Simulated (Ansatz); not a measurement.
# A defect in a wire: InAs wire along [110], 2 atoms a period, H-terminated, W in place of one edge or surface As, part 2 of 2

What does the defect do to the conductance?

Ansatz 0.2.0; DFT PBE, plane waves, PAW; relaxation of a wire's period (the session's first sound run).

So far. Step 3 (The perfect wire): At the computed energy nearest the Fermi level there are 0 channels a spin; the gap is 3.32 eV. Step 4 (Relaxation of the scattering region): The largest force component on a free atom ends at 0.030 eV/Å, under the limit of 0.06. W ends nearest to H at 1.70 Å, H at 1.70 Å, In at 2.92 Å and In at 2.92 Å; its sphere holds +0.76 μB.

## Step 5: The open system (continued)

Projected DOS an atom over height of the atomic layer and energy from the Fermi level. Layers: In As In As In As In W In As In As In As (hydrogen named only where alone); broadened by a Gaussian of 0.15 eV, since few k-points sample the long cell.

Ten even steps from '_' (0.00 states/eV) to '@' (1.63 states/eV), each cell a mean:
```
____________..##..__________
______________..____________
____________________________
____________________________
______________::____________
____________________________
______________::____________
____________..@@..__________
____________..++..__________
______________--____________
__::__::......::....__..__..
..::::--::--::..::--::--..::
--::--::::::......::::----::
--__--__::__--..--__--__::..
@@__@@__@@__**__**__@@__%%__
++..==::==..++__++..==..**..
__..__..__::..--..::__......
__..__..__::__**__::______..
__..__..__::__++__::__..__..
__::__::__..__..__..__::__::
__::__..______::______::__::
______________==____________
```
Columns: height of the atomic layer (Å) from 0 to 29.4 (not evenly spaced); rows upwards: energy from the Fermi level (eV) from -3.98 to 1.47.

Spin density in the ca plane at fractional y = 0.500, with atoms of In and As and W within 0.2 Å of it.

Ten even steps from '0' (0.00 e/Å³) to '9' (0.46 e/Å³), each cell a mean:
```
00000000000000000000000000000000000000000000
00000000000000000000000000000000000000000000
00000000000000000000000000000000000000000000
00000000000000000000000000000000000000000000
00000000000000000000000000000000000000000000
22110000000000000000000000000000000000000000
89631000000000000000000000000000000000000000
88962000000000000000000000000000000000000000
66983100000000000000000000000000000000000000
99852100000000000000000000000000000000000000
66431000000000000000000000000000000000000000
11110000000000000000000000000000000000000000
00000000000000000000000000000000000000000000
00000000000000000000000000000000000000000000
00000000000000000000000000000000000000000000
00000000000000000000000000000000000000000000
00000000000000000000000000000000000000000000
00000000000000000000000000000000000000000000
00000000000000000000000000000000000000000000
00000000000000000000000000000000000000000000
00000000000000000000000000000000000000000000
00000000000000000000000000000000000000000000
00000000000000000000000000000000000000000000
00000000000000000000000000000000000000000000
```
Columns run along c (16.0 Å, from fractional 0.50 to 1.00 of the cell), rows up along a (10.3 Å). Atoms in or near the plane, at fractional coordinates: W at (0.50, 0.65), In at (0.56, 0.43), As at (0.64, 0.55), In at (0.71, 0.42), As at (0.79, 0.57), In at (0.86, 0.42), As at (0.93, 0.57).

Electrostatic potential energy in the ca plane at fractional y = 0.500, with atoms of In and As and W within 0.2 Å of it. With pseudopotentials it is smooth inside the atoms' cores, unlike the true potential.

Ten even steps from '0' (-42 eV) to '9' (2 eV), each cell a mean:
```
99999999999999999999999999999999999999999999
99999999999999999999999999999999999999999999
99999999999999999999999999999999999999999999
99999999999999999999999999999999999999999999
99999999999999999999999999999999999999999999
99999999999999999999999999999999999999999887
99999999999999999999999999999999999999998741
99998878899999999877899999999998889999998500
99986555689999998555579999999865568999998400
99975898579999986699668999999757856899998610
88875999579888986799758988898669975898888864
46886565688655787566578754578757856886446888
01588767885100278877887300037876578851001689
00378999973000058999986100017899899840000589
00479999984000168999997300037999999851001689
24789999987423589999998643478999999985446899
88999999999888899999999888889999999998888999
99999999999999999999999999999999999999999999
99999999999999999999999999999999999999999999
99999999999999999999999999999999999999999999
99999999999999999999999999999999999999999999
99999999999999999999999999999999999999999999
99999999999999999999999999999999999999999999
99999999999999999999999999999999999999999999
```
Columns run along c (16.0 Å, from fractional 0.00 to 0.50 of the cell; values clipped at the 3rd and 97th percentile), rows up along a (10.3 Å). Atoms in or near the plane, at fractional coordinates: In at (0.00, 0.42), As at (0.07, 0.57), In at (0.14, 0.42), As at (0.21, 0.57), In at (0.29, 0.42), As at (0.36, 0.55), In at (0.44, 0.43), W at (0.50, 0.65).

Valence density in the ca plane at fractional y = 0.500, with atoms of In and As and W within 0.2 Å of it. It is the smooth field of the valence electrons, not physical close to the nuclei.

Ten steps, logarithmic in the rise over the least value, from '0' (0 e/Å³) to '9' (24 e/Å³), each cell a mean:
```
00000000000000000000000000000000000000000000
00000000000000000000000000000000000000000000
00000000000000000000000000000000000000000000
00000000000000000000000000000000000000000000
00000000000000000000000000000000000000000000
00000000000000000000000000000000000000000011
00000000000000000000000000000000000000000134
00001111100000000111100000000011110000001356
00012343210000001244310000000123321000001366
00113797411000012588621000001247852100001246
11124898421111112699631111011269973111111123
22123565321222212466421123211247752112332111
65311222112566421222211356531122321125664211
86411111113687521111012478742111111136886310
76310000013676420000001467631000000125664200
43100000001344210000000234310000000012332100
11000000000111000000000011100000000000110000
00000000000000000000000000000000000000000000
00000000000000000000000000000000000000000000
00000000000000000000000000000000000000000000
00000000000000000000000000000000000000000000
00000000000000000000000000000000000000000000
00000000000000000000000000000000000000000000
00000000000000000000000000000000000000000000
```
Columns run along c (16.0 Å, from fractional 0.00 to 0.50 of the cell), rows up along a (10.3 Å). Atoms in or near the plane, at fractional coordinates: In at (0.00, 0.42), As at (0.07, 0.57), In at (0.14, 0.42), As at (0.21, 0.57), In at (0.29, 0.42), As at (0.36, 0.55), In at (0.44, 0.43), W at (0.50, 0.65).

The transmission at the computed energy nearest the Fermi level is 0 and 0 for spin up and down, with 0 spin-up and 0 spin-down channels open in the lead. The lead's Hamiltonian steps by 18.5 meV, which the program lets pass, though it counts in the error estimate.

## Step 6: What came out

The undoped leads have a gap, so the conductance at their level is exponentially small; the transmission in the bands is what a gate or doping would reach. Transport is coherent and elastic here: the atoms are frozen, so scattering by vibrations plays no part. Plain hydrogen on a compound's surface is a simple closure: it may leave surface states, and facets that end in unlike atoms put a field across the wire, both of which shrink the gap. Spin-orbit coupling is left out, which matters for the bands of heavy atoms. No search over magnetic orders was made; another may lie lower. A cutoff under the files' recommended one was taken to save time; its effect on T(E) was not tested here.

[Logs are printed without paths, hosts, clocks, repeated set-up lines and the standing remarks that a program may print on its own settings, such as how far it seeks lower states.]

[Hosts, paths, dates, database ids (printed as entryN), source tags and the programs' standing remarks are cut or masked in the printed files.]
